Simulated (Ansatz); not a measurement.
**Cs2AgSbBr6 (Fm-3m): the gap up the ladder of methods**

What gap does each level of theory give for Cs2AgSbBr6 (Fm-3m), and in what time?

Main program and level: Ansatz 0.2.0; density functionals, hybrids and G0W0, plane waves, PAW.

**Experimental background.**

- Gap 2.18 eV: indirect optical gap from Tauc plot; photothermal deflection spectroscopy; film (solution-processed film on quartz, about 200 nm thick) (“Bandgap Lowering in Mixed Alloys of Cs2Ag(SbxBi1-x)Br6 Double Perovskite Thin Films”, 2020, arxiv:2007.00388).

This is a report of a sequence of runs, with most program output left out.

In doubt: one-shot GW on d or f shells is unsure (steps 6, 7, 8, 9), so the values of those runs are not to be relied on; masses and optical values from hybrid runs of this build are listed as unsure (steps 7, 8), which bears on the screening that GW takes from such a start.

## Step 1: The structure

The structure is cubic, space group Fm-3m (No. 225). The conventional cell has a = 11.379 Å, b = 11.379 Å, c = 11.379 Å, α = 90.00°, β = 90.00°, γ = 90.00°. Nearest to Cs lie 12 Br at 4.02 Å. Nearest to Ag lie 6 Br at 2.86 Å. Nearest to Sb lie 6 Br at 2.83 Å. Nearest to Br lie 1 Sb at 2.83 Å and 1 Ag at 2.86 Å and 4 Cs at 4.02 Å. Farther neighbours and most contacts between anions are not listed.

The cell and positions are those that the Materials Project relaxed with its own functionals (PBE, PBE+U or r2SCAN), kept fixed. Spin-orbit coupling is left out unless a step names it. The default PAW set here is soft_2. Its files were made with PBE.

## Step 2: r2SCAN on the 4×4×4 mesh

Levels along a band path and on the mesh show where this functional puts the band edges.

This step: DFT, r2SCAN, plane waves, PAW.

The input, input.yaml:

```yaml
crystal:
  lattice:
    - [0.0, 5.689253, 5.689253]
    - [5.689253, 0.0, 5.689253]
    - [5.689253, 5.689253, 0.0]
  atoms:
    - { symbol: Cs, position: [0.75, 0.75, 0.75] }
    - { symbol: Cs, position: [0.25, 0.25, 0.25] }
    - { symbol: Ag, position: [0.5, 0.5, 0.5] }
    - { symbol: Sb, position: [0.0, 0.0, 0.0] }
    - { symbol: Br, position: [0.751554, 0.248446, 0.248446] }
    - { symbol: Br, position: [0.248446, 0.248446, 0.751554] }
    - { symbol: Br, position: [0.248446, 0.751554, 0.751554] }
    - { symbol: Br, position: [0.248446, 0.751554, 0.248446] }
    - { symbol: Br, position: [0.751554, 0.248446, 0.751554] }
    - { symbol: Br, position: [0.751554, 0.751554, 0.248446] }
kpoints:
  mp_grid: { grid: [4, 4, 4] }
  band_path:
    path:
      - [[0.0, 0.0, 0.0], [0.5, 0.0, 0.5], [0.625, 0.25, 0.625]]
      - [[0.375, 0.375, 0.75], [0.0, 0.0, 0.0], [0.5, 0.5, 0.5], [0.5, 0.25, 0.75], [0.5, 0.0, 0.5]]
    npoints: 10
hamiltonian:
  xc: r2scan
scf:
  occupations: { method: fermi_dirac, width: 0.02 }
  n_extra_bands: 7
output:
  eigenvalues: true
```

Started as:

```sh
$ ansatz run input.yaml --threads 16 --pin off --max-ram 82944MiB --backend cuda --events-out ev --progress --plain --runs-dir out --devices 1 --max-vram 78GiB
```

It took 2.5 s on 1 × NVIDIA GB200 (shared by 2 runs) with 16 threads of Arm Neoverse V2, shared host; peak memory 1.6 GiB.

This step gave:

| Property | Result |
| --- | --- |
| filled bands | 47 |
| gap | 1.207 eV |
| valence top at | X |
| conduction bottom at | L |
| least direct gap | 2.218 eV |

Over mesh and path the gap is 1.207 eV, from k = (0.500, 0.000, 0.500) to k = (0.500, 0.500, 0.500). The least direct gap found is 2.218 eV, at k = (0.500, 0.400, 0.600).

## Step 3: r2SCAN+SOC on the 4×4×4 mesh

This run has two-component orbitals with spin-orbit coupling.

This step: DFT, r2SCAN with spin-orbit coupling, plane waves, PAW.

input.yaml, the sections that differ from step 2:

```yaml
kpoints:
  mp_grid: { grid: [4, 4, 4] }
  band_path:
    path:
      - [0.0, 0.0, 0.0]
      - [0.5, 0.0, 0.5]
      - [0.625, 0.25, 0.625]
      - [0.375, 0.375, 0.75]
      - [0.5, 0.5, 0.5]
      - [0.5, 0.25, 0.75]
      - [0.5, 0.4, 0.6]
    npoints: 1
scf:
  occupations: { method: fermi_dirac, width: 0.02 }
  n_extra_bands: 14
magnetization:
  noncollinear: true
  spin_orbit: true
# crystal, hamiltonian, output: as in step 2
```

The job ended after 2.2 s (1 × NVIDIA GB200 (shared by 2 runs) with 16 threads; peak memory 2.1 GiB; 11 s of CPU time).

Numbers from this step:

| Property | Result |
| --- | --- |
| gap | 1.169 eV |
| valence top at | X |
| conduction bottom at | L |
| least direct gap | 2.163 eV |

Over mesh and listed points the gap is 1.169 eV, from k = (0.500, 0.000, 0.500) to k = (0.500, 0.500, 0.500). The least direct gap found is 2.163 eV, at k = (0.500, 0.400, 0.600). r2SCAN+SOC against r2SCAN: 1.169 − 1.207 = −0.038 eV, with the same mesh, set of files (read in its fully relativistic form for the spin-orbit run) and cutoff, and both edges at the same k points. The spin-orbit run sees mesh and listed points alone, so its gap is an upper bound: the coupling can move an edge off these points, and the change over the zone, its sign included where it is small, is not known.

## Step 4: HSE06 on the 2×2×2 mesh

HSE06 mixes in a quarter of exact exchange at short range.

This step: DFT, HSE06, plane waves, PAW.

input.yaml, as its differences from that of step 3:

```diff
@@ -17,3 +17,3 @@
 kpoints:
-  mp_grid: { grid: [4, 4, 4] }
+  mp_grid: { grid: [2, 2, 2] }
   band_path:
@@ -29,9 +29,6 @@
 hamiltonian:
-  xc: r2scan
+  xc: hse06
 scf:
-  occupations: { method: fermi_dirac, width: 0.02 }
-  n_extra_bands: 14
-magnetization:
-  noncollinear: true
-  spin_orbit: true
+  occupations: { method: fixed }
+  n_extra_bands: 7
 output:
```

Elapsed: 5.7 s, on 1 × NVIDIA GB200 (shared by 2 runs) with 16 threads; peak memory 1.4 GiB.

Numbers from this step:

```
gap                     : 1.668 eV
valence top at          : X
conduction bottom at    : L
least direct gap        : 2.692 eV
exact-exchange fraction : 0.25
```

Over mesh and listed points the gap is 1.668 eV, from k = (0.500, 0.000, 0.500) to k = (0.500, 0.500, 0.500). The least direct gap found is 2.692 eV, at k = (0.500, 0.400, 0.600). HSE06 against r2SCAN: 1.668 − 1.207 = +0.461 eV. The runs also differ in mesh (4×4×4 and 2×2×2) and plane-wave cutoff (500 eV and 420 eV), so how much of this comes from the functional alone is not known.

## Step 5: HSE06+SOC on the 2×2×2 mesh

This step: DFT, HSE06 with spin-orbit coupling, plane waves, PAW.

input.yaml, as its differences from that of step 4:

```diff
@@ -32,3 +32,6 @@
   occupations: { method: fixed }
-  n_extra_bands: 7
+  n_extra_bands: 14
+magnetization:
+  noncollinear: true
+  spin_orbit: true
 output:
```

It took 17 s on 1 × NVIDIA GB200 (shared by 2 runs) with 16 threads; peak memory 2.6 GiB; 2 min of CPU time.

Numbers from this step:

```yaml
gap: 1.622 eV
valence_top_at: X
conduction_bottom_at: L
least_direct_gap: 2.627 eV
exact_exchange_fraction: 0.25
```

Over mesh and listed points the gap is 1.622 eV, from k = (0.500, 0.000, 0.500) to k = (0.500, 0.500, 0.500). The least direct gap found is 2.627 eV, at k = (0.500, 0.400, 0.600). HSE06+SOC against HSE06: 1.622 − 1.668 = −0.046 eV, with the same mesh, set of files (read in its fully relativistic form for the spin-orbit run) and cutoff, and both edges at the same k points. The spin-orbit run sees mesh and listed points alone, so its gap is an upper bound: the coupling can move an edge off these points, and the change over the zone, its sign included where it is small, is not known.

## Step 6: G0W0@r2SCAN, 4×4×4 mesh, 5242 empty bands, screening to 340 eV, hard PAW files

G0W0 replaces the xc potential by a self-energy built once from the orbitals of the start. Levels are corrected in the window of bands that the input names, at points of the mesh.

This step: G0W0 on r2SCAN, plane waves, PAW.

input.yaml, as its differences from that of step 5:

```diff
@@ -17,22 +17,13 @@
 kpoints:
-  mp_grid: { grid: [2, 2, 2] }
-  band_path:
-    path:
-      - [0.0, 0.0, 0.0]
-      - [0.5, 0.0, 0.5]
-      - [0.625, 0.25, 0.625]
-      - [0.375, 0.375, 0.75]
-      - [0.5, 0.5, 0.5]
-      - [0.5, 0.25, 0.75]
-      - [0.5, 0.4, 0.6]
-    npoints: 1
+  mp_grid: { grid: [4, 4, 4] }
 hamiltonian:
-  xc: hse06
+  xc: r2scan
+  pseudopotentials: { kind: paw, source: ansatz }
 scf:
   occupations: { method: fixed }
-  n_extra_bands: 14
-magnetization:
-  noncollinear: true
-  spin_orbit: true
-output:
-  eigenvalues: true
+gw:
+  n_empty_bands: 5242
+  ecut_chi: 340.0
+  qp_bands: [v3, c3]
+  qp_kpoints: band_edges
+  screening: { model: contour_deformation }
```

It took 15 min on 1 × NVIDIA GB200 (shared by 2 runs) with 16 threads; peak memory 30 GiB.

Numbers from this step:

* bands summed: 5322
* RPA ε∞ on this mesh (eigenvalues): 4.407, 4.407, 4.407
* plane waves in the screening matrix: 5209
* G0W0 gap over the corrected points: 2.083 eV
* k of the valence top: 0, -0.5, -0.5
* k of the conduction bottom: 0, 0, -0.5
* starting gap on the mesh: 1.205 eV
* Z at the valence top: 0.7619
* Z at the conduction bottom: 0.7868
* least direct G0W0 gap over the corrected points: 3.256 eV

Over all 8 irreducible mesh points the G0W0 gap is 2.083 eV, from k = (0.000, -0.500, -0.500) to k = (0.000, 0.000, -0.500). The r2SCAN gap of this run on the mesh is 1.205 eV. The two states that bound the G0W0 gap lie that far apart at the start, so the correction of the gap is 2.083 − 1.205 = +0.878 eV.

## Step 7: G0W0@HSE06, 4×4×4 mesh, 1536 empty bands, screening to 150 eV, hard PAW files

This step: G0W0 on HSE06, plane waves, PAW.

input.yaml, as its differences from that of step 6:

```diff
@@ -19,3 +19,3 @@
 hamiltonian:
-  xc: r2scan
+  xc: hse06
   pseudopotentials: { kind: paw, source: ansatz }
@@ -24,4 +24,4 @@
 gw:
-  n_empty_bands: 5242
-  ecut_chi: 340.0
+  n_empty_bands: 1536
+  ecut_chi: 150.0
   qp_bands: [v3, c3]
```

Run time: 5.6 min. Hardware: 1 × NVIDIA GB200 (shared by 2 runs) with 16 threads; peak memory 11 GiB.

Numbers from this step:

```yaml
bands_summed: 1616
rpa_eps_infinity_on_this_mesh_eigenvalues: 3.872, 3.872, 3.872
plane_waves_in_the_screening_matrix: 1471
g0w0_gap_over_the_corrected_points: 2.243 eV
k_of_the_valence_top: 0, -0.5, -0.5
k_of_the_conduction_bottom: 0, 0, -0.5
starting_gap_on_the_mesh: 1.655 eV
z_at_the_valence_top: 0.7868
z_at_the_conduction_bottom: 0.8062
least_direct_g0w0_gap_over_the_corrected_points: 3.456 eV
```

Over all 8 irreducible mesh points the G0W0 gap is 2.243 eV, from k = (0.000, -0.500, -0.500) to k = (0.000, 0.000, -0.500). The HSE06 gap of this run on the mesh is 1.655 eV. The two states that bound the G0W0 gap lie that far apart at the start, so the correction of the gap is 2.243 − 1.655 = +0.588 eV. G0W0@HSE06 against G0W0@r2SCAN with 1616 bands (a further run, in the table below): 2.243 − 1.973 = +0.270 eV, with the same mesh, files and cutoffs, and both edges at the same k points.

## Step 8: G0W0@PBE0, 4×4×4 mesh, 1536 empty bands, screening to 150 eV, hard PAW files

This step: G0W0 on PBE0, plane waves, PAW.

input.yaml, as its differences from that of step 7:

```diff
@@ -19,3 +19,3 @@
 hamiltonian:
-  xc: hse06
+  xc: pbe0
   pseudopotentials: { kind: paw, source: ansatz }
```

Elapsed: 5.6 min, on 1 × NVIDIA GB200 (shared by 2 runs) with 16 threads; peak memory 11 GiB; 13 min of CPU time.

Numbers from this step:

```
bands summed                                    : 1616
RPA ε∞ on this mesh (eigenvalues)               : 3.530, 3.530, 3.530
plane waves in the screening matrix             : 1471
G0W0 gap over the corrected points              : 2.446 eV
k of the valence top                            : 0, -0.5, -0.5
k of the conduction bottom                      : 0, 0, -0.5
starting gap on the mesh                        : 2.276 eV
Z at the valence top                            : 0.8039
Z at the conduction bottom                      : 0.8218
least direct G0W0 gap over the corrected points : 3.670 eV
```

Over all 8 irreducible mesh points the G0W0 gap is 2.446 eV, from k = (0.000, -0.500, -0.500) to k = (0.000, 0.000, -0.500). The PBE0 gap of this run on the mesh is 2.276 eV. The two states that bound the G0W0 gap lie that far apart at the start, so the correction of the gap is 2.446 − 2.276 = +0.170 eV. G0W0@PBE0 against G0W0@HSE06 with 1616 bands: 2.446 − 2.243 = +0.203 eV, with the same mesh, files and cutoffs, and both edges at the same k points.

## Step 9: G0W0@LDA, 4×4×4 mesh, 1536 empty bands, screening to 150 eV, hard PAW files

This step: G0W0 on LDA, plane waves, PAW.

input.yaml, as its differences from that of step 8:

```diff
@@ -19,3 +19,3 @@
 hamiltonian:
-  xc: pbe0
+  xc: lda
   pseudopotentials: { kind: paw, source: ansatz }
```

Run time: 64 s. Hardware: 1 × NVIDIA GB200 (shared by 2 runs) with 16 threads; peak memory 9.3 GiB; 2.7 min of CPU time.

This step gave:

- bands summed: 1616
- RPA ε∞ on this mesh (eigenvalues): 5.558, 5.558, 5.558
- plane waves in the screening matrix: 1471
- G0W0 gap over the corrected points: 1.702 eV
- k of the valence top: 0, -0.5, -0.5
- k of the conduction bottom: 0, 0, -0.5
- starting gap on the mesh: 0.7618 eV
- Z at the valence top: 0.7415
- Z at the conduction bottom: 0.7689
- least direct G0W0 gap over the corrected points: 2.899 eV

Over all 8 irreducible mesh points the G0W0 gap is 1.702 eV, from k = (0.000, -0.500, -0.500) to k = (0.000, 0.000, -0.500). The LDA gap of this run on the mesh is 0.762 eV. The two states that bound the G0W0 gap lie that far apart at the start, so the correction of the gap is 1.702 − 0.762 = +0.940 eV. G0W0@LDA against G0W0@PBE0 with 1616 bands: 1.702 − 2.446 = −0.744 eV, with the same mesh, files and cutoffs, and both edges at the same k points.

(Continued in part 2 of 2.)

[Paths, hosts, dates, memory and timing lines, banners, echoed tables and standing remarks are left out of the program output.]

[Logs are printed without paths, hosts, clocks, repeated set-up lines and the standing remarks that a program may print on its own settings, such as how far it seeks lower states.]

[Runs of the session that timed out or met a known fault of the program may be left out.]

[Cells called generated may have been cut or substituted from an entry of the Crystallography Open Database or the Materials Project.]

[Hosts, paths, dates, database ids (printed as entryN), source tags and the programs' standing remarks are cut or masked in the printed files.]

[Where an RPA ε∞ is given, it is that of the G0W0 mesh and is not shown converged in it. Names of k-points follow the symmetry that the program found, which can be lower than the space group named. Band edges on a path are those of the sampled points; other points can move an edge, and change direct to indirect where valleys lie close.]

[Hybrid gaps are those of their k-mesh and are not shown converged in it.]
